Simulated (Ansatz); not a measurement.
# Surface energy of Ta(311) slab (26 atoms)

What is the surface energy of this cell, counted against the bulk crystal, and how far does it hang on functional and mesh?

Calculated with Ansatz 0.2.0: Kohn-Sham DFT, PBE, PAW (set soft_2), plane waves; cutoff 420 eV, fermi-dirac smearing of 0.1 eV. Cutoffs: 420 eV for PBE and PBEsol; 500 eV for r2SCAN.

**The cells**

The cell holds 26 atoms: 26 Ta. Cell: a = 10.499 Å, b = 4.695 Å, c = 27.513 Å, α = 90.0°, β = 90.0°, γ = 47.9°. It derives from Ta. The starting structure: Slab of Ta cut on (3 1 1), 12.5 Å thick, 1 x 1 surface cells, both faces free, 15 Å of vacuum; not relaxed. Lattice constants are starting values near those of PBE. Vacuum lies along c.

The bulk reference is Ta2 in a cell of 2 atoms, 18.297 Å³ an atom.

The input of the single point on the relaxed cell:

```yaml
crystal:
  lattice:
    - [10.49877, 0.0, 0.0]
    - [3.14963, 3.48205, 0.0]
    - [0.0, 0.0, 27.51272]
  atoms:
    - { symbol: Ta, position: [0.07236, 0.39165, 0.2831] }
    - { symbol: Ta, position: [0.4309, 0.85378, 0.29517] }
    - { symbol: Ta, position: [0.81703, 0.27453, 0.31331] }
    - { symbol: Ta, position: [0.18518, 0.72245, 0.32696] }
    [... 20 atom lines left out ...]
    - { symbol: Ta, position: [0.84182, 0.23713, 0.70483] }
    - { symbol: Ta, position: [0.20037, 0.69926, 0.7169] }
kpoints:
  mp_grid: { grid: [5, 10, 1] }
hamiltonian:
  xc: pbe
scf:
  occupations: { method: fermi_dirac, width: 0.1 }
output:
  forces: true
  populations: true
  dos:
    method: { smearing: { sigma: 0.08 } }
    de: 0.1
    projected: { site_lists: { Ta: [Ta] } }
  eigenvalues: true
  write_density: true
  write_potential: true
  volumetric_format: npy
```

| cell | formula | k-mesh | relaxation steps | gain on relaxing (eV) | free energy, PBE (eV) | time of its runs on this page |
| --- | --- | --- | --- | --- | --- | --- |
| Ta(311) slab | Ta26 | 5×10×1 (relaxed on 3×7×1) | 7 | 1.06 | -258226.679 | 63 s |
| bulk Ta | Ta2 | 17×17×17 | - | - | -19864.546 | 17 s |

**Surface energy**

The excess is the cell's free energy less 13 times that of the bulk cell. It is divided by twice the area, as the cell holds two faces, so the value is their mean, and they need not be alike (36.56 Å²), with 1 eV/Å² = 16.022 J/m².

| level | k-mesh | excess (eV) | surface energy (J/m²) | per area (meV/Å²) |
| --- | --- | --- | --- | --- |
| PBE | 5×10×1 | 12.413 | 2.720 | 169.8 |
| PBE, denser mesh | 6×13×1 | 12.415 | 2.720 | 169.8 |
| r2SCAN | 5×10×1 | 13.423 | 2.941 | 183.6 |
| PBEsol | 5×10×1 | 13.608 | 2.982 | 186.1 |

Worked for the first row at PBE: (-258226.679) − 13 × (-19864.546) = 12.413 eV (from unrounded energies).

Then 12.413 / (2 × 36.56) × 16.022 = 2.720 J/m².

**Findings**

At PBE the surface energy is 2.72 J/m². At the same geometries the levels give 2.72 (PBE) to 2.98 J/m² (PBEsol) and the denser mesh leaves it within 0.01 J/m². Relaxing the atoms lowered it by 0.232 J/m² from the start (on the 3×7×1 mesh of the relaxation), and the farthest atom moved 0.32 Å.

Limits: The cell edges were held, so the lattice is the typed one for every functional. Cell and bulk are sampled on unlike meshes, and the error grows with the number of atoms subtracted. These are free energies under a smearing of 0.1 eV, whose entropy term isn't removed. Spin–orbit coupling is left out, which matters for the levels of the heavy elements. In some runs the program notes that positions were snapped to a detected symmetry and the exchange-correlation potential is rough where the density is thin.

[Logs are printed without paths, hosts, clocks, repeated set-up lines and the standing remarks that a program may print on its own settings, such as how far it seeks lower states.]

[Hosts, paths, dates, database ids (printed as entryN), source tags and the programs' standing remarks are cut or masked in the printed files.]
